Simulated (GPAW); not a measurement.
## Magnetic state of free-standing square Mo monolayer, spacing 2.603 A from several starts

Aim: find out whether free-standing square Mo monolayer, spacing 2.603 A carries moments, and which collinear order costs least.

Main program and level: GPAW 26.7.0; LDA; plane waves with GPAW's PAW setups, scalar-relativistic.

Report form: the programs' logs are mostly left out.

**1. The structure**

The cell holds 1 atom: 1 Mo. Cell: a = 2.603 Å, b = 2.603 Å, c = 14.000 Å, α = 90.0°, β = 90.0°, γ = 90.0°. model lattice. Vacuum lies along c.

**2. Run 1 (ferro +)**

The parallel start comes first: it fits the smallest cell, keeps the most symmetry and shows whether parallel moments form.

order1.py reads:

```python
import json
import numpy as np
from ase import Atoms
from ase.parallel import paropen, parprint
from gpaw import GPAW

atoms = Atoms(['Mo'],
    cell=[[2.603, 0.0, 0.0],
         [0.0, 2.603, 0.0],
         [0.0, 0.0, 14.0]],
    scaled_positions=[[0.0, 0.0, 0.5]],
    pbc=True,
    magmoms=[1.0])
atoms.calc = GPAW(mode={'name': 'pw', 'ecut': 550},
    xc='LDA',
    kpts={'size': (10, 10, 1), 'gamma': True},
    occupations={'name': 'fermi-dirac', 'width': 0.05},
    convergence={'density': 1e-05, 'energy': 1e-05},
    maxiter=200,
    symmetry={'tolerance': 1e-4},
    txt='order1.txt')
e = atoms.get_potential_energy(force_consistent=True)
res = {'free_energy': e, 'energy_sigma0': atoms.get_potential_energy(), 'fermi_energy': atoms.calc.get_fermi_level()}
res['moments'] = atoms.get_magnetic_moments().tolist()
res['total'] = atoms.get_magnetic_moment()
parprint('site moments (muB):', np.round(res['moments'], 3))
parprint(f"total moment: {res['total']:.3f} muB")
parprint(f'free energy: {e:.6f} eV')
atoms.calc.write('order1.gpw')
with paropen('results.json', 'w') as f:
    json.dump(res, f)
```

Launch:

```console
$ OMP_NUM_THREADS=1 python3 order1.py > order1.log
```

It took 35 s on 1 MPI rank of Intel Xeon Platinum 8259CL at 2.50GHz (Skylake/Cascade Lake), shared host; peak memory 0.2 GiB.

Numbers from this step:

* final state: non-magnetic

After 14 cycles the seed has died away: no moment is left.

**3. Order 2, typed as antiferro q=(0,1/2,0) +-**

An opposed order shows whether the pairs that it reverses prefer unlike signs.

This order needs a doubled cell of 2 atoms. Its mesh is chosen so that both cells sample the same points.

order2.py is the script of step 2 with these lines changed:

```diff
@@ -6,12 +6,13 @@
 
-atoms = Atoms(['Mo'],
+atoms = Atoms(['Mo', 'Mo'],
     cell=[[2.603, 0.0, 0.0],
-         [0.0, 2.603, 0.0],
+         [0.0, 5.206, 0.0],
          [0.0, 0.0, 14.0]],
-    scaled_positions=[[0.0, 0.0, 0.5]],
+    scaled_positions=[[0.0, 0.0, 0.5],
+         [0.0, 0.5, 0.5]],
     pbc=True,
-    magmoms=[1.0])
+    magmoms=[1.0, -1.0])
 atoms.calc = GPAW(mode={'name': 'pw', 'ecut': 550},
     xc='LDA',
-    kpts={'size': (10, 10, 1), 'gamma': True},
+    kpts={'size': (10, 5, 1), 'gamma': True},
     occupations={'name': 'fermi-dirac', 'width': 0.05},
@@ -20,3 +21,3 @@
     symmetry={'tolerance': 1e-4},
-    txt='order1.txt')
+    txt='order2.txt')
 e = atoms.get_potential_energy(force_consistent=True)
@@ -28,3 +29,3 @@
 parprint(f'free energy: {e:.6f} eV')
-atoms.calc.write('order1.gpw')
+atoms.calc.write('order2.gpw')
 with paropen('results.json', 'w') as f:
```

Launch:

```console
$ OMP_NUM_THREADS=1 python3 order2.py > order2.log
```

Run time: 97 s. Hardware: 1 MPI rank; peak memory 0.29 GiB.

This step gave:

```yaml
final_state: non-magnetic
```

It ends in the same state without moments as the first start; the 5.9e-7 meV between them is numerical noise.

**4. Start 3: no spin polarisation**

A run without seeds gives the energy of the state without moments.

nospin.py reads:

```python
import json
import numpy as np
from ase import Atoms
from ase.parallel import paropen, parprint
from gpaw import GPAW

atoms = Atoms(['Mo'],
    cell=[[2.603, 0.0, 0.0],
         [0.0, 2.603, 0.0],
         [0.0, 0.0, 14.0]],
    scaled_positions=[[0.0, 0.0, 0.5]],
    pbc=True)
atoms.calc = GPAW(mode={'name': 'pw', 'ecut': 550},
    xc='LDA',
    kpts={'size': (10, 10, 1), 'gamma': True},
    occupations={'name': 'fermi-dirac', 'width': 0.05},
    convergence={'density': 1e-05, 'energy': 1e-05},
    maxiter=200,
    symmetry={'tolerance': 1e-4},
    txt='nospin.txt')
e = atoms.get_potential_energy(force_consistent=True)
res = {'free_energy': e, 'energy_sigma0': atoms.get_potential_energy(), 'fermi_energy': atoms.calc.get_fermi_level()}
parprint(f'free energy: {e:.6f} eV')
atoms.calc.write('nospin.gpw')
with paropen('results.json', 'w') as f:
    json.dump(res, f)
```

Launch:

```console
$ OMP_NUM_THREADS=1 python3 nospin.py > nospin.log
```

The job ended after 20 s (1 MPI rank; peak memory 0.16 GiB).

This step gave:

| Quantity | Value |
| --- | --- |
| final state | non-magnetic (no spin polarisation) |

It ends in the same state without moments as the first start; the 2.8e-7 meV between them is numerical noise.

**5. Ranking**

These are free energies at a smearing of 0.05 eV, so its entropy term is in the differences. They are divided by the number of seeded atoms, so that cells of unlike size compare. Wavevectors q in the names are fractions of the reciprocal vectors of the first run's cell.

Orders:

```tsv
start	final state	typed order kept	energy over the lowest (meV a seeded atom)	largest site moment (μB)	net moment (μB a primitive cell)	mesh matched	CPU time (s)
ferro +	non-magnetic	no	0	0	0	yes	34.89
antiferro q=(0,1/2,0) +-	non-magnetic	no	0	0	0	yes	97.34
no spin polarisation	non-magnetic	-	0	0	0	yes	19.8
```

**6. What came out**

```
lowest state found  : non-magnetic (typed ferro +)
largest site moment : 0 μB
```

The lowest state carries no moment above 0.15 μB, and no start kept one. This is the lowest of 3 finished starts, no proof of the ground state.

[Logs and program files are shortened in this print: banners, set-up blocks, solver, clock and traceback lines can be left out without a mark of their own.]

[Logs are printed without paths, hosts, clocks, repeated set-up lines and the standing remarks that a program may print on its own settings, such as how far it seeks lower states.]

[Hosts, paths, dates, database ids (printed as entryN), source tags and the programs' standing remarks are cut or masked in the printed files.]

[Where a cell is said to come from a database of computed structures, the database is the Materials Project.]
